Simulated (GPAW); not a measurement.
# Work function of OH/W(100) at several levels, part 2 of 2

Aim: the work function of both faces of OH/W(100), and its spread over functionals and bases.

GPAW 26.7.0; GPAW, PAW setups; slab in vacuum, relaxation (the session's first sound run).

So far, upper work function (eV): step 2 (relaxation, PBE, GPAW) 2.53; step 5 (OptPBE vdW: xc = "optPBE-vdW", GPAW, PAW setups, GPAW) 2.86; step 6 (self-consistent run: xc = "vdW-DF2", GPAW, PAW setups, GPAW) 3.17; step 7 (self-consistent run: xc = "LDA") 2.76; step 8 (self-consistent run: xc = "RPBE") 2.45.

### Step 9. Real-space grid: mode = "fd"

A real-space grid is a second complete basis, so it checks the plane-wave result.

Input file run.py:

```python
import json
import numpy as np
from ase import Atoms
from gpaw import GPAW

slab = Atoms(
    ['W', 'W', 'W', 'W', 'W', 'O', 'H'],
    positions=[
        [0.00000, 0.00000, 9.00000],
        [1.58000, 1.58000, 10.58000],
        [0.00000, 0.00000, 12.16000],
        [1.58000, 1.58000, 13.74699],
        [0.00000, -0.00000, 15.31716],
        [1.58000, 1.58000, 16.75378],
        [1.58000, 1.58000, 17.74076]],
    cell=[[3.16, 0.0, 0.0], [0.0, 3.16, 0.0], [0.0, 0.0, 25.8]],
    pbc=[True, True, False])

slab.calc = GPAW(mode='fd', h=0.18, xc='PBE', kpts={'size': (10, 10, 1), 'gamma': True},
                 occupations={'name': 'fermi-dirac', 'width': 0.1}, nbands='160%',
                 convergence={'density': 1e-05}, maxiter=200,
                 poissonsolver={'dipolelayer': 'xy'},
                 symmetry={'tolerance': 1e-3}, txt='slab.txt')
result = {}
energy = slab.get_potential_energy()
fermi = slab.calc.get_fermi_level()
v = slab.calc.get_electrostatic_potential().mean((0, 1)) - fermi
n = slab.calc.get_pseudo_density().mean((0, 1))
L = slab.cell[2, 2]
z = np.arange(len(v)) * L / len(v)
low, high = slab.positions[:, 2].min(), slab.positions[:, 2].max()
below, above = np.interp([low - 6.8, high + 6.8], z, v)
slopes = [np.interp(x, z, np.gradient(v, z)) for x in (low - 6.8, high + 6.8)]
eps = np.array([[slab.calc.get_eigenvalues(k, s) for k in range(len(slab.calc.get_ibz_k_points()))]
                for s in range(slab.calc.get_number_of_spins())]) - fermi
top, bottom = eps[eps < 0].max(), eps[eps > 0].min()
dipole = slab.get_dipole_moment()[2]
print(f'energy {energy:.4f} eV, Fermi level {fermi:.4f} eV, dipole {dipole:.5f} e A')
print(f'potential 6.8 A off the faces, from the Fermi level: lower {below:.4f} eV, upper {above:.4f} eV')
print(f'slope of the potential there: lower {slopes[0]:.5f}, upper {slopes[1]:.5f} eV/A')
print(f'nearest levels on the mesh: {top:.4f} and {bottom:.4f} eV')
print('magnetic moment', round(slab.get_magnetic_moment(), 3))
result.update(energy=energy, fermi=fermi, dipole=dipole, below=below, above=above, slopes=slopes, edges=[top, bottom],
              z=z.tolist(), v=v.tolist(), n=n.tolist(), positions=slab.positions.tolist(),
              forces=slab.get_forces(apply_constraint=False).tolist(), moments=slab.get_magnetic_moments().tolist())
json.dump(result, open('result.json', 'w'))
```

On the command line:

```bash
$ OMP_NUM_THREADS=1 OPENBLAS_NUM_THREADS=1 python run.py
```

The log of the run:

```text
energy -64.2083 eV, Fermi level -3.3901 eV, dipole 0.09597 e A
potential 6.8 A off the faces, from the Fermi level: lower 4.2597 eV, upper 2.5206 eV
slope of the potential there: lower -0.00002, upper -0.00000 eV/A
nearest levels on the mesh: -0.0299 and 0.0090 eV
magnetic moment 0.0
```

Elapsed: 12 min, on 1 thread of Arm Neoverse V2, shared host; peak memory 1.2 GiB.

This step gave:

```yaml
dipole_along_the_normal: 0.09597 e·Å
levels_nearest_the_fermi_level_on_the_mesh: -0.02989, 0.009038 eV from the Fermi level
upper_work_function: 2.521 eV
lower_work_function: 4.260 eV
```

The upper face's work function is 2.521 eV, against 2.534 eV in the first plane-wave PBE run at this geometry.

### Step 10. Atomic orbitals: mode = "lcao"

Atom-centred orbitals end a few angstrom from the surface, which tests how much the density's tail matters.

run.py, as its differences from that of step 9:

```diff
@@ -18,4 +18,4 @@
 
-slab.calc = GPAW(mode='fd', h=0.18, xc='PBE', kpts={'size': (10, 10, 1), 'gamma': True},
-                 occupations={'name': 'fermi-dirac', 'width': 0.1}, nbands='160%',
+slab.calc = GPAW(mode='lcao', basis='dzp', h=0.18, xc='PBE', kpts={'size': (10, 10, 1), 'gamma': True},
+                 occupations={'name': 'fermi-dirac', 'width': 0.1}, nbands='120%',
                  convergence={'density': 1e-05}, maxiter=200,
```

The log of the run:

```text
energy -61.8688 eV, Fermi level -3.3513 eV, dipole 0.09865 e A
potential 6.8 A off the faces, from the Fermi level: lower 4.2452 eV, upper 2.4575 eV
slope of the potential there: lower -0.00000, upper -0.00000 eV/A
nearest levels on the mesh: -0.0253 and 0.0080 eV
magnetic moment 0.0
```

It took 14 min on 1 thread; peak memory 0.47 GiB.

This step gave:

```
dipole along the normal                    : 0.09865 e·Å
levels nearest the Fermi level on the mesh : -0.02529, 0.007992 eV from the Fermi level
upper work function                        : 2.457 eV
lower work function                        : 4.245 eV
```

The electrostatic potential energy of an electron (without an applied field's), less the Fermi level, planar mean oscillates, so the rows of the table below give means over windows of 1 Å about each position, cut where the curve ends. Its maxima inside the range that stand out by 2 % of the span (Å: eV): 0.8: 4.25, 9.8: -8.73, 11.4: -9.22, 13.0: -9.09, 14.5: -8.91, 16.3: -3.19, 17.4: 1.47. Its minima: 9.0: -20.0, 10.6: -20.7, 12.2: -20.8, 13.7: -20.6, 15.3: -20.6, 16.8: -7.22, 17.7: 0.584.

Electrostatic potential energy of an electron (without an applied field's), less the Fermi level, planar mean against z; means over each step:

```tsv
z (Å)	electrostatic potential energy of an electron (without an applied field's), less the Fermi level, planar mean (eV)
0	4.17
1	4.25
2	4.25
3	4.25
4	4.25
5	4.24
6	4.18
7	3.62
8	-1.46
9	-16.4
10	-12.6
11	-14.6
12	-16.9
13	-12.0
14	-16.0
15	-15.4
16	-8.25
17	-2.82
18	1.40
19	2.39
20	2.46
21	2.46
22	2.46
23	2.46
24	2.46
25	2.46
```

The upper face's work function is 2.457 eV, against 2.534 eV in the first plane-wave PBE run at this geometry.

### Step 11. All levels side by side

Times are for 1 thread of Arm Neoverse V2, shared host. The runs compared:

```tsv
no.	run	upper work function (eV)	lower work function (eV)	time	memory (GiB)
1	pw	2.534	4.262	4.9 min	0.39
2	revPBE	2.413	4.132	5.2 min	0.39
3	optPBE vdW	2.863	4.470	5.9 min	0.6
4	vdW DF2	3.166	4.641	8.4 min	0.61
5	LDA	2.762	4.548	5.1 min	0.39
6	RPBE	2.447	4.112	4.7 min	0.39
7	fd	2.521	4.260	12 min	1.2
8	lcao	2.457	4.245	14 min	0.47
```

### Step 12. Side by side

Results and costs are gathered.

This step: comparison of work functions, dipole and cost (GPAW 26.7.0).

Ladder, by row:

```tsv
step	code	work function, upper (eV)	work function, lower (eV)	dipole (e Å)	wall time (s)	peak memory (GiB)	threads
pw	GPAW	2.534	4.262	0.09538	292.5	0.39	1
revPBE	GPAW	2.413	4.132	0.09483	310.9	0.39	1
optPBE-vdW	GPAW	2.863	4.47	0.08863	352.1	0.6	1
vdW-DF2	GPAW	3.166	4.641	0.08141	501.2	0.61	1
LDA	GPAW	2.762	4.548	0.09853	307.2	0.39	1
RPBE	GPAW	2.447	4.112	0.09188	284.6	0.39	1
fd	GPAW	2.521	4.26	0.09597	745.1	1.25	1
lcao	GPAW	2.457	4.245	0.09865	812.3	0.47	1
```

### Step 13. A changed run

One more run, with changed settings.

This step: GPAW, PAW setups; slab in vacuum (GPAW 26.7.0).

run.py, as its differences from that of step 10:

```diff
@@ -3,3 +3,3 @@
 from ase import Atoms
-from gpaw import GPAW
+from gpaw import GPAW, PW
 
@@ -18,5 +18,5 @@
 
-slab.calc = GPAW(mode='lcao', basis='dzp', h=0.18, xc='PBE', kpts={'size': (10, 10, 1), 'gamma': True},
-                 occupations={'name': 'fermi-dirac', 'width': 0.1}, nbands='120%',
-                 convergence={'density': 1e-05}, maxiter=200,
+slab.calc = GPAW(mode=PW(500), xc='PBE', kpts={'size': (10, 10, 1), 'gamma': True},
+                 occupations={'name': 'fermi-dirac', 'width': 1.0}, nbands='160%',
+                 convergence={'density': 1e-05}, maxiter=50,
                  poissonsolver={'dipolelayer': 'xy'},
```

The log of the run:

```text
energy -63.3210 eV, Fermi level 1.7404 eV, dipole 0.03278 e A
potential 6.8 A off the faces, from the Fermi level: lower 5.2369 eV, upper 4.6684 eV
slope of the potential there: lower -0.03902, upper 0.03397 eV/A
nearest levels on the mesh: -0.0076 and 0.0001 eV
magnetic moment 0.0
```

The job ended after 5.1 min (1 thread; peak memory 0.39 GiB).

The run finished. A setting was moved off its sound value on purpose, so it serves as a test and not as the result.

The fault put into the input: a smearing of electronvolts (width = 1.0).

Side by side:

```tsv
quantity	this run	sound run	difference
dipole along the normal (e·Å)	0.032784	0.095383	-0.0626
```

The two runs differ clearly in the dipole along the normal: 0.0328 e·Å against 0.0954 e·Å.

### Step 14. What came out

| Item | Value |
| --- | --- |
| work function, upper and lower face | 2.534 and 4.262 eV |
| dipole along the normal | 0.0954 e Å |

In words: With plane waves and PBE the work function is 2.53 eV on the upper face and 4.26 eV on the lower. The two faces differ by 1.7 eV, the step that the slab's dipole makes (e p/(ε0 A) gives 1.7 eV), so the dipole layer is needed. Over the sound runs of the table the upper face's work function spans 2.413 (revPBE) to 3.166 eV (vdW-DF2). The cell of 9.99 Å² holds one OH, started on one chosen site; other sites and coverages weren't tried. The in-plane lattice was kept as typed, which isn't the functional's own and leaves some strain; spin-orbit coupling and temperature are left out.

[Logs are printed without paths, hosts, clocks, repeated set-up lines and the standing remarks that a program may print on its own settings, such as how far it seeks lower states.]

[Hosts, paths, dates, database ids (printed as entryN), source tags and the programs' standing remarks are cut or masked in the printed files.]
